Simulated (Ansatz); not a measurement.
# Work function of K(111): what the settings cost and change

Aim: the numerical settings behind the work function of K(111), with the cost of each.

Calculated with Ansatz 0.2.0; plane-wave DFT, PBE, Ansatz PAW.

## 1. The structure

The cell holds 11 atoms: 11 K. Its edges and angles: a = 7.396 Å, b = 7.396 Å, c = 33.098 Å, α = 90.0°, β = 90.0°, γ = 60.0°. Vacuum lies along c.

## 2. Run, setting cutoff 200 eV

A work function rests on the faint tail of the density, so the SCF threshold is tight. The cutoff is raised first; then mesh and smearing are varied at the default cutoff.

Contents of input.yaml:

```yaml
crystal:
  lattice:
    - [7.3963369312, 0.0, 0.0]
    - [3.6981684656, 6.4054156774, 0.0]
    - [0.0, 0.0, 33.0977095393]
  atoms:
    - { symbol: K, position: [0.6666666667, 0.6666666667, 0.2719221398] }
    - { symbol: K, position: [0.0, 0.0, 0.3175377118] }
    - { symbol: K, position: [0.3333333333, 0.3333333333, 0.3631532839] }
    - { symbol: K, position: [0.6666666667, 0.6666666667, 0.4087688559] }
    - { symbol: K, position: [0.0, 0.0, 0.454384428] }
    - { symbol: K, position: [0.3333333333, 0.3333333333, 0.5] }
    - { symbol: K, position: [0.6666666667, 0.6666666667, 0.545615572] }
    - { symbol: K, position: [0.0, 0.0, 0.5912311441] }
    - { symbol: K, position: [0.3333333333, 0.3333333333, 0.6368467161] }
    - { symbol: K, position: [0.6666666667, 0.6666666667, 0.6824622882] }
    - { symbol: K, position: [0.0, 0.0, 0.7280778602] }
kpoints:
  mp_grid: { grid: [7, 7, 1] }
hamiltonian:
  xc: pbe
scf:
  occupations: { method: fermi_dirac, width: 0.1 }
  convergence: { dr2_threshold: 1.0e-09 }
efield:
  axis: 3
  dipole_correction: true
  ramp_position: 0.97
  ramp_width: 0.06
basis:
  ecutwfc: "200 eV"
output:
  write_potential: true
  write_density: true
  volumetric_format: npy
  elf: true
```

Started as:

```sh
$ ansatz run input.yaml --threads 2 --pin off --max-ram 3072MiB --backend cpu --events-out ev --progress --plain --runs-dir out
```

Numbers of over 12 decimals in the logs are rounded to 6 here.

What it wrote:

```text
Warning: basis.ecutwfc = 200 eV is below the records' recommended 420 eV, and the density's cutoff is lower with it unless basis.ecutrho_ratio is high enough to keep the records' density cutoff: compare with a run at a higher cutoff
Engine: ansatz 0.2.0, aarch64-unknown-linux-gnu
Pseudopotentials: kind: paw
Pseudopotential: K, paw, valence charge 9, recommended cutoff 420 eV (normal), K.paw.azcp
Functional definition: PBE
  parameter kappa = 0.804
  parameter beta = 0.066725
  exchange = pbe_x(kappa = kappa, mu = beta*pi^2/3)
  correlation = pbe_c(beta = beta)
Crystal: 11 atoms, lattice volume = 1568.057 Å³
Basis set: ecut = 200 eV, 10151 PW (Γ)
Bands: 61, of which v1, the nominal top of the filled ones, is band 50 counted from 1 (49 counted from 0)
Symmetry: 6 space group operations
k-points: 8 of 49 (time reversal used)
Non-local potential: K, projectors of the file, l = 0: 3, l = 1: 2, l = 2: 2
PAW form: soft (Blöchl's): semilocal exchange-correlation on the pseudo side does not see the compensation charge
PAW one-centre angular grid: K, 110 points (default); XC on 64 Gauss nodes
Initial density: superposition of atomic densities (neutral atoms: chi_scale 0, normalization atom), corrected by the library's trained network
Initial wavefunctions: pseudopotential atomic-orbital guess
Functional: x = pbe(κ = 0.804, μ = 0.219515), c = pbe(β = 0.066725)
SCF iter   1: F=—  HF=-16905.362406 eV  |F-HF|=—  |Δ(HF+E_count)|=         —  Δρ=1.06e-2  dr2=1.80e0  ethr=1.77e-3  p=0.000 e·Å  D=8.58e-15 V/Å  ΔV_dip=-0.00 eV  dr2_dipole=1.26e-7  V_vac-E_F(+/−)=1.91/1.91 eV  ⟨swp⟩=14.9  Hψ=2635  notcnv=0
efield: sawtooth ramp at fractional position 0.9700 (set: `efield.ramp_position`, or a place that a band, a saddle search or an elastic batch's reference lends), width 0.0600; the density the first Hamiltonian is built on has a dipole p = 0.000 e·Å; the dipole correction subtracts the counter field D = 8.58e-15 V/Å, which shifts the + side's vacuum level by -0.00 eV against the − side's; the planar-averaged density in the ramp window peaks in size at 6.4e-7 e/Å³
preconditioner: auto → LDOS  [metal: Δε(μ)=0.081 eV  Ē_g=1.729 eV  σ=0.100 eV  W_gap=0.20  n_scr=126 (ndim 8)  ℏωp=3.1 eV  f_vac=0.450  D(μ)=8.65/eV (n_scr^D=16)  β→1.0]
SCF iter   2: F=—  HF=-16905.154846 eV  |F-HF|=—  |Δ(HF+E_count)|=   2.08e-1  Δρ=3.40e-3  dr2=1.41e-1  ethr=1.77e-3  p=-0.000 e·Å  D=-4.46e-6 V/Å  ΔV_dip=0.00 eV  dr2_dipole=2.39e-8  V_vac-E_F(+/−)=2.14/2.14 eV  ⟨swp⟩=4.4  Hψ=1242  notcnv=0
SCF iter   3: F=—  HF=-16905.099925 eV  |F-HF|=—  |Δ(HF+E_count)|=   5.49e-2  Δρ=4.75e-4  dr2=6.56e-3  ethr=1.42e-4  p=-0.000 e·Å  D=-2.95e-6 V/Å  ΔV_dip=0.00 eV  dr2_dipole=1.56e-8  V_vac-E_F(+/−)=2.19/2.19 eV  ⟨swp⟩=2.0  Hψ=971  notcnv=0
SCF iter   4: F=—  HF=-16905.098939 eV  |F-HF|=—  |Δ(HF+E_count)|=   9.86e-4  Δρ=1.21e-4  dr2=3.15e-4  ethr=6.63e-6  p=-0.000 e·Å  D=-1.83e-6 V/Å  ΔV_dip=0.00 eV  dr2_dipole=2.40e-9  V_vac-E_F(+/−)=2.21/2.21 eV  ⟨swp⟩=3.0  Hψ=996  notcnv=0
SCF iter   5: F=—  HF=-16905.098894 eV  |F-HF|=—  |Δ(HF+E_count)|=   4.52e-5  Δρ=2.90e-5  dr2=8.21e-5  ethr=3.18e-7  p=-0.000 e·Å  D=-1.06e-6 V/Å  ΔV_dip=0.00 eV  dr2_dipole=5.84e-10  V_vac-E_F(+/−)=2.21/2.21 eV  ⟨swp⟩=2.1  Hψ=841  notcnv=0
SCF iter   6: F=—  HF=-16905.098891 eV  |F-HF|=—  |Δ(HF+E_count)|=   3.15e-6  Δρ=7.58e-6  dr2=2.97e-6  ethr=8.29e-8  p=-0.000 e·Å  D=-2.78e-7 V/Å  ΔV_dip=0.00 eV  dr2_dipole=2.36e-12  V_vac-E_F(+/−)=2.22/2.22 eV  ⟨swp⟩=2.2  Hψ=560  notcnv=0
SCF iter   7: F=—  HF=-16905.098677 eV  |F-HF|=—  |Δ(HF+E_count)|=   2.13e-4  Δρ=3.36e-6  dr2=2.80e-7  ethr=3.00e-9  p=-0.000 e·Å  D=-5.21e-8 V/Å  ΔV_dip=0.00 eV  dr2_dipole=3.88e-13  V_vac-E_F(+/−)=2.22/2.22 eV  ⟨swp⟩=3.9  Hψ=1027  notcnv=0
SCF iter   8: F=—  HF=-16905.098677 eV  |F-HF|=—  |Δ(HF+E_count)|=   1.72e-8  Δρ=1.08e-6  dr2=4.03e-8  ethr=2.83e-10  p=-0.000 e·Å  D=-6.93e-10 V/Å  ΔV_dip=0.00 eV  dr2_dipole=9.69e-13  V_vac-E_F(+/−)=2.22/2.22 eV  ⟨swp⟩=2.1  Hψ=830  notcnv=0
SCF iter   9: F=—  HF=-16905.098677 eV  |F-HF|=—  |Δ(HF+E_count)|=  6.98e-10  Δρ=4.53e-7  dr2=5.80e-9  ethr=4.08e-11  p=0.000 e·Å  D=1.13e-8 V/Å  ΔV_dip=-0.00 eV  dr2_dipole=1.14e-14  V_vac-E_F(+/−)=2.22/2.22 eV  ⟨swp⟩=2.1  Hψ=776  notcnv=0
SCF iter  10: F=-16905.098677 eV  HF=-16905.098677 eV  |F-HF|=5.82e-11  |Δ(HF+E_count)|=  6.62e-10  Δρ=1.08e-7  dr2=5.40e-10  ethr=1.01e-12  p=0.000 e·Å  D=6.75e-9 V/Å  ΔV_dip=-0.00 eV  dr2_dipole=1.19e-13  V_vac-E_F(+/−)=2.22/2.22 eV  ⟨swp⟩=11.5  Hψ=1496  notcnv=0
SCF 1 converged in 10 iterations: F = -16905.098677 eV  dr2 = 5.40e-10
  greatest PAW one-centre occupation: 0.993 electrons in one spin orbital (limit 2), on the K atom at site 9 (counted from 0), in its partial waves of l = 0
WARN: The output density's exchange-correlation potential varies sharply where the density is thin. Do not read a vacuum level from v_tot or v_xc, or from such a field of the output density. On a cell that repeats whose density bears no net charge and no dipole along the vacuum's axis use v_es (v_loc + v_h of the components); under efield.dipole_correction with no amplitude use v_es + v_field, which holds any externa [...]
SCF converged after 10 iterations
Free energy (F): -16905.098677 eV
Harris-Foulkes:  -16905.098677 eV  (|F-HF|=5.82e-11)
Internal energy: -16904.808528 eV  (E = F + TS)
E sigma→0 (E₀):  -16904.953603 eV
Entropy (-TS):   -0.290149 eV (-26.377 meV/atom)
Fermi energy:    -0.104025 eV
Dipole field:    D = -0.000000 V/Å  (p = -0.000001 e·Å, saw-weighted, corrected)
Work function:   Φ+ = 2.2205 eV   Φ− = 2.2206 eV
Levels:          The Fermi level and band energies are counted from a zero that moves with the ramp; work functions are not
--- Per-component energies (eV) ---
  E_band       = -1780.275704
  E_kinetic    = 2763.028572
  E_local      = -34022.170185  (includes V_loc(G=0)·N_el)
  E_nonlocal   = 145.562309
  E_hartree    = 15719.092547
  E_xc         = -1468.048461
  E_vxc        = -1789.830826  (∫ρ·V_xc dr)
  E_paw        = -8596.362089  (= ΣΔE_a)
  E_vpaw       = -315.051035  (= ΣTr[D̂ρ^β])
  E_aug_tail   = -0.001150  (compensation charges beyond the density's cutoff)
  E_efield     = 0.000000  (sawtooth field / dipole correction)
  E_vefield    = 0.000000  (∫n·V_field dr)
  E_ewald      = 8554.089928
  E_smearing   = -0.290149  (= −TS)
  E_closure    = -0.000000  (closes the sum)
  Σ components = -16905.098677   (vs F -16905.098677, Δ=0.00e0)
--- Band table (eV; the first three rows and the last of 8) ---
  k-point 0: bands = [... 46 lower, -1.3431, -0.6904, 0.0038, 0.6690, 1.1535, 1.1535, 1.1788, 1.1788, ... 7 higher]
  k-point 1: bands = [... 46 lower, -1.2627, -0.6151, 0.0730, 0.5130, 0.7320, 0.7654, 0.9065, 0.9665, ... 7 higher]
  k-point 2: bands = [... 46 lower, -1.0271, -0.3986, -0.2291, 0.0591, 0.2703, 0.5009, 0.6718, 0.7370, ... 7 higher]
  k-point 7: bands = [... 46 lower, -0.6875, -0.6673, -0.4395, -0.3853, -0.3360, 0.0397, 0.1553, 0.1905, ... 7 higher]
```

Wall time 69 s (2 threads of Arm Neoverse N1, shared host); peak memory 0.76 GiB.

This step gave:

```yaml
energy_at_zero_smearing: -16904.9536 eV
work_function_upper_face: 2.221 eV
```

Running mean over 1.51 Å of the planar mean; the ramp of the sawtooth is left out. Electron's electrostatic potential energy less the Fermi level against z:

z (Å), electron's electrostatic potential energy less the Fermi level (eV) and a bar from the least value:
```
      3.5       2.22 ##############################
      4.0       2.22 ##############################
      4.5       2.21 ##############################
      5.0       2.20 ##############################
      5.5       2.19 ##############################
      6.0       2.16 #############################
      6.5       2.09 #############################
      7.0       1.96 ###########################
      7.5       1.68 #########################
      8.0       1.01 ##################
      8.5       0.10 #########
      9.0      -0.52 ###
      9.5      -0.74 
     10.0      -0.78 
     10.5      -0.77 
     11.0      -0.74 
     11.5      -0.73 #
     12.0      -0.72 #
     12.5      -0.73 #
     13.0      -0.73 #
     13.5      -0.72 #
     14.0      -0.72 #
     14.5      -0.72 #
     15.0      -0.72 #
     15.5      -0.73 #
     16.0      -0.74 
     16.5      -0.74 
     17.0      -0.74 
     17.5      -0.73 
     18.0      -0.72 #
     18.5      -0.72 #
     19.0      -0.72 #
     19.5      -0.72 #
     20.0      -0.73 #
     20.5      -0.73 #
     21.0      -0.73 #
     21.5      -0.73 #
     22.0      -0.74 
     22.5      -0.76 
     23.0      -0.78 
     23.5      -0.75 
     24.0      -0.59 ##
     24.5      -0.05 #######
     25.0       0.84 ################
     25.5       1.58 ########################
     26.0       1.92 ###########################
     26.5       2.07 #############################
     27.0       2.15 #############################
     27.5       2.18 ##############################
     28.0       2.20 ##############################
     28.5       2.21 ##############################
     29.0       2.22 ##############################
     29.5       2.22 ##############################
```

Electrostatic potential energy in the ca plane at fractional y = 0.000, with atoms of K within 0.2 Å of it. With pseudopotentials it is smooth inside the atoms' cores, unlike the true potential.

Ten even steps from '0' (-37 eV) to '9' (2 eV), each cell a mean:
```
99850001789999972000489999985000168999999999
99874125899999985213789999987412578999999999
99987778999999998777899999998777889999999999
99999899999999999989999999999988999999999999
99999999999999999999999999999999999999999999
99999999999999999999999999999999999999999999
99999999999999999999999999999999999999999999
99999999999999999999999999999999999999999999
99999999999999999999999999999999999999999999
99999999999999999999999999999999999999999999
99999999999999999999999999999999999999999999
99999999999999999999999999999999999999999999
99999999999999999999999999999999999999999999
99999999999999999999999999999999999999999999
99999999999999999999999999999999999999999999
99999999999999999999999999999999999999999999
99998888999999998888999999999888899999999999
99986446899999987545899999998644689999999999
99861002789999983001589999986100378999999999
99840000689999871000389999984000168999999999
```
Columns run along c (16.0 Å, from fractional 0.40 to 0.88 of the cell; values clipped at the 3rd and 97th percentile), rows up along a (7.4 Å). Atoms in or near the plane, at fractional coordinates: K at (0.45, 0.00), K at (0.59, 0.00), K at (0.73, 0.00).

ELF in the ca plane at fractional y = 0.000, with atoms of K within 0.2 Å of it. It is the smooth field of the valence electrons, not physical close to the nuclei.

Values, 11 rows by 16 columns, each cell a mean:
```
0.11 0.75 0.81 0.20 0.18 0.35 0.83 0.62 0.16 0.14 0.68 0.82 0.32 0.07 0.03 0.00
0.17 0.29 0.38 0.11 0.32 0.10 0.44 0.20 0.25 0.27 0.24 0.44 0.10 0.09 0.02 0.00
0.35 0.14 0.10 0.29 0.44 0.26 0.09 0.16 0.42 0.51 0.21 0.08 0.14 0.08 0.01 0.00
0.34 0.35 0.35 0.33 0.31 0.35 0.36 0.31 0.34 0.42 0.40 0.36 0.19 0.07 0.00 0.00
0.34 0.41 0.38 0.35 0.32 0.41 0.38 0.39 0.34 0.38 0.42 0.37 0.18 0.03 0.00 0.00
0.30 0.41 0.37 0.31 0.32 0.38 0.36 0.39 0.31 0.33 0.40 0.30 0.16 0.03 0.00 0.00
0.35 0.40 0.37 0.36 0.31 0.42 0.38 0.38 0.34 0.40 0.42 0.39 0.21 0.04 0.00 0.00
0.34 0.32 0.32 0.32 0.36 0.33 0.32 0.29 0.37 0.45 0.41 0.31 0.18 0.08 0.00 0.00
0.31 0.08 0.07 0.23 0.42 0.18 0.07 0.09 0.39 0.47 0.11 0.08 0.10 0.08 0.01 0.00
0.13 0.47 0.59 0.11 0.27 0.16 0.66 0.34 0.20 0.21 0.40 0.65 0.15 0.08 0.02 0.00
0.11 0.78 0.80 0.24 0.16 0.41 0.79 0.67 0.15 0.14 0.73 0.79 0.38 0.07 0.03 0.00
```
Columns run along c (16.0 Å, from fractional 0.40 to 0.88 of the cell), rows up along a (7.4 Å). Atoms in or near the plane, at fractional coordinates: K at (0.45, 0.00), K at (0.59, 0.00), K at (0.73, 0.00).

Valence density in the ca plane at fractional y = 0.000, with atoms of K within 0.2 Å of it. It is the smooth field of the valence electrons, not physical close to the nuclei.

Values in e/Å³, 11 rows by 16 columns, each cell a mean:
```
0.0 1.5 2.2 0.1 0.0 0.3 2.6 0.9 0.0 0.0 1.2 2.4 0.2 0.0 0.0 0.0
0.0 0.2 0.3 0.0 0.0 0.0 0.3 0.1 0.0 0.0 0.1 0.3 0.0 0.0 0.0 0.0
0.0 0.0 0.0 0.0 0.0 0.0 0.0 0.0 0.0 0.0 0.0 0.0 0.0 0.0 0.0 0.0
0.0 0.0 0.0 0.0 0.0 0.0 0.0 0.0 0.0 0.0 0.0 0.0 0.0 0.0 0.0 0.0
0.0 0.0 0.0 0.0 0.0 0.0 0.0 0.0 0.0 0.0 0.0 0.0 0.0 0.0 0.0 0.0
0.0 0.0 0.0 0.0 0.0 0.0 0.0 0.0 0.0 0.0 0.0 0.0 0.0 0.0 0.0 0.0
0.0 0.0 0.0 0.0 0.0 0.0 0.0 0.0 0.0 0.0 0.0 0.0 0.0 0.0 0.0 0.0
0.0 0.0 0.0 0.0 0.0 0.0 0.0 0.0 0.0 0.0 0.0 0.0 0.0 0.0 0.0 0.0
0.0 0.0 0.0 0.0 0.0 0.0 0.0 0.0 0.0 0.0 0.0 0.0 0.0 0.0 0.0 0.0
0.0 0.4 0.6 0.0 0.0 0.1 0.8 0.2 0.0 0.0 0.3 0.7 0.1 0.0 0.0 0.0
0.0 2.0 2.8 0.1 0.0 0.4 3.3 1.2 0.0 0.0 1.6 3.0 0.2 0.0 0.0 0.0
```
Columns run along c (16.0 Å, from fractional 0.40 to 0.88 of the cell), rows up along a (7.4 Å). Atoms in or near the plane, at fractional coordinates: K at (0.45, 0.00), K at (0.59, 0.00), K at (0.73, 0.00).

The work function is 2.221 eV.

## 3. Run

input.yaml, as its differences from that of step 2:

```diff
@@ -30,3 +30,3 @@
 basis:
-  ecutwfc: "200 eV"
+  ecutwfc: "300 eV"
 output:
@@ -35,2 +35 @@
   volumetric_format: npy
-  elf: true
```

What it wrote:

```text
[...]
Crystal: 11 atoms, lattice volume = 1568.057 Å³
Basis set: ecut = 300 eV, 18501 PW (Γ)
Bands: 61, of which v1, the nominal top of the filled ones, is band 50 counted from 1 (49 counted from 0)
Symmetry: 6 space group operations
k-points: 8 of 49 (time reversal used)
[...]
k-point 1: bands = [... 46 lower, -1.2731, -0.6254, 0.0635, 0.4961, 0.7212, 0.7435, 0.8891, 0.9348, ... 7 higher]
  k-point 2: bands = [... 46 lower, -1.0376, -0.4097, -0.2403, 0.0455, 0.2571, 0.4828, 0.6404, 0.7262, ... 7 higher]
  k-point 7: bands = [... 46 lower, -0.6956, -0.6755, -0.4507, -0.3969, -0.3471, 0.0254, 0.1408, 0.1750, ... 7 higher]
[key lines of the parts left out:]
SCF converged after 10 iterations
Free energy (F): -16914.857057 eV
Fermi energy:    -0.117268 eV
Dipole field:    D = -0.000000 V/Å  (p = -0.000001 e·Å, saw-weighted, corrected)
Work function:   Φ+ = 2.2065 eV   Φ− = 2.2065 eV
```

It took 2.1 min on 2 threads; peak memory 1.2 GiB.

The work function is 2.206 eV, -0.014 eV from the run “cutoff 200 eV”, at 1.9 times its CPU time.

## 4. Slab

input.yaml, as its differences from that of step 3:

```diff
@@ -30,3 +30,3 @@
 basis:
-  ecutwfc: "300 eV"
+  ecutwfc: "420 eV"
 output:
```

What it wrote:

```text
[...]
Crystal: 11 atoms, lattice volume = 1568.057 Å³
Basis set: ecut = 420 eV, 30747 PW (Γ)
Bands: 61, of which v1, the nominal top of the filled ones, is band 50 counted from 1 (49 counted from 0)
Symmetry: 6 space group operations
k-points: 8 of 49 (time reversal used)
[...]
k-point 1: bands = [... 46 lower, -1.2730, -0.6254, 0.0635, 0.4958, 0.7212, 0.7432, 0.8890, 0.9337, ... 7 higher]
  k-point 2: bands = [... 46 lower, -1.0375, -0.4098, -0.2404, 0.0455, 0.2569, 0.4825, 0.6393, 0.7262, ... 7 higher]
  k-point 7: bands = [... 46 lower, -0.6956, -0.6755, -0.4508, -0.3970, -0.3472, 0.0252, 0.1406, 0.1747, ... 7 higher]
[key lines of the parts left out:]
SCF converged after 10 iterations
Free energy (F): -16914.972401 eV
Fermi energy:    -0.117403 eV
Dipole field:    D = -0.000000 V/Å  (p = -0.000002 e·Å, saw-weighted, corrected)
Work function:   Φ+ = 2.2060 eV   Φ− = 2.2060 eV
```

Run time: 3.5 min. Hardware: 2 threads; peak memory 1.8 GiB; 4.2 min of CPU time.

The work function is 2.206 eV, -0.015 eV from the run “cutoff 200 eV”, at 3.2 times its CPU time.

## 5. Slab

input.yaml, as its differences from that of step 4:

```diff
@@ -30,3 +30,3 @@
 basis:
-  ecutwfc: "420 eV"
+  ecutwfc: "600 eV"
 output:
```

What it wrote:

```text
[...]
Crystal: 11 atoms, lattice volume = 1568.057 Å³
Basis set: ecut = 600 eV, 52447 PW (Γ)
Bands: 61, of which v1, the nominal top of the filled ones, is band 50 counted from 1 (49 counted from 0)
Symmetry: 6 space group operations
k-points: 8 of 49 (time reversal used)
[...]
k-point 1: bands = [... 46 lower, -1.2730, -0.6255, 0.0634, 0.4958, 0.7211, 0.7431, 0.8889, 0.9337, ... 7 higher]
  k-point 2: bands = [... 46 lower, -1.0376, -0.4098, -0.2404, 0.0454, 0.2568, 0.4825, 0.6393, 0.7262, ... 7 higher]
  k-point 7: bands = [... 46 lower, -0.6957, -0.6756, -0.4509, -0.3971, -0.3473, 0.0251, 0.1406, 0.1746, ... 7 higher]
[key lines of the parts left out:]
SCF converged after 12 iterations
Free energy (F): -16914.973009 eV
Fermi energy:    -0.117439 eV
Dipole field:    D = 0.000000 V/Å  (p = 0.000001 e·Å, saw-weighted, corrected)
Work function:   Φ+ = 2.2060 eV   Φ− = 2.2060 eV
```

Run time: 6.8 min. Hardware: 2 threads; peak memory 2.5 GiB.

The work function is 2.206 eV, +0.000 eV from the run “cutoff 420 eV”, at 1.8 times its CPU time.

## 6. Slab

input.yaml, as its differences from that of step 5:

```diff
@@ -18,3 +18,3 @@
 kpoints:
-  mp_grid: { grid: [7, 7, 1] }
+  mp_grid: { grid: [1, 1, 1] }
 hamiltonian:
@@ -29,4 +29,2 @@
   ramp_width: 0.06
-basis:
-  ecutwfc: "600 eV"
 output:
```

What it wrote:

```text
[...]
Crystal: 11 atoms, lattice volume = 1568.057 Å³
Basis set: ecut = 420 eV, 30747 PW (Γ)
Bands: 61, of which v1, the nominal top of the filled ones, is band 50 counted from 1 (49 counted from 0)
Symmetry: 6 space group operations
k-points: 1
[...]
Internal energy: -16915.603107 eV  (E = F + TS)
E sigma→0 (E₀):  -16915.789516 eV
Entropy (-TS):   -0.372818 eV (-33.893 meV/atom)
Fermi energy:    0.186322 eV
Dipole field:    D = 0.000000 V/Å  (p = 0.000000 e·Å, saw-weighted, corrected)
Work function:   Φ+ = 2.5243 eV   Φ− = 2.5243 eV
[...]
--- Band table (eV) ---
  k-point 0: bands = [... 46 lower, -1.8347, -1.0848, -0.3228, 0.3950, 0.4228, 0.4228, 0.4273, 0.4273, ... 18 higher]
[key lines of the parts left out:]
SCF converged after 13 iterations
Free energy (F): -16915.975925 eV
```

The job ended after 55 s (2 threads; peak memory 0.83 GiB; 36 s of CPU time).

The work function is 2.524 eV, +0.318 eV from the run “cutoff 420 eV”, at 0.14 times its CPU time.

## 7. Run

input.yaml, as its differences from that of step 6:

```diff
@@ -18,3 +18,3 @@
 kpoints:
-  mp_grid: { grid: [1, 1, 1] }
+  mp_grid: { grid: [2, 2, 1] }
 hamiltonian:
```

What it wrote:

```text
[...]
Crystal: 11 atoms, lattice volume = 1568.057 Å³
Basis set: ecut = 420 eV, 30747 PW (Γ)
Bands: 61, of which v1, the nominal top of the filled ones, is band 50 counted from 1 (49 counted from 0)
Symmetry: 6 space group operations
k-points: 2 of 4
[...]
Fermi energy:    -0.121801 eV
Dipole field:    D = 0.000000 V/Å  (p = 0.000001 e·Å, saw-weighted, corrected)
Work function:   Φ+ = 2.1831 eV   Φ− = 2.1831 eV
[...]
--- Band table (eV) ---
  k-point 0: bands = [... 46 lower, -1.3107, -0.6837, 0.0154, 0.6765, 1.1249, 1.1249, 1.1301, 1.1301, ... 7 higher]
  k-point 1: bands = [... 46 lower, -0.8909, -0.8242, -0.4245, -0.3108, 0.1075, 0.2891, 0.4346, 0.6240, ... 7 higher]
[key lines of the parts left out:]
SCF converged after 11 iterations
Free energy (F): -16915.433456 eV
```

Run time: 58 s. Hardware: 2 threads; peak memory 1.4 GiB.

The work function is 2.183 eV, -0.023 eV from the run “cutoff 420 eV”, at 0.19 times its CPU time.

(Part 1 of 2 ends here.)

[Logs are printed without paths, hosts, clocks, repeated set-up lines and the standing remarks that a program may print on its own settings, such as how far it seeks lower states.]

[Hosts, paths, dates, database ids (printed as entryN), source tags and the programs' standing remarks are cut or masked in the printed files.]

[Maps of the electrostatic potential energy from Ansatz leave out the sawtooth potential of an applied field or a dipole correction, so their vacuum need not be flat; planar profiles and work functions include it.]
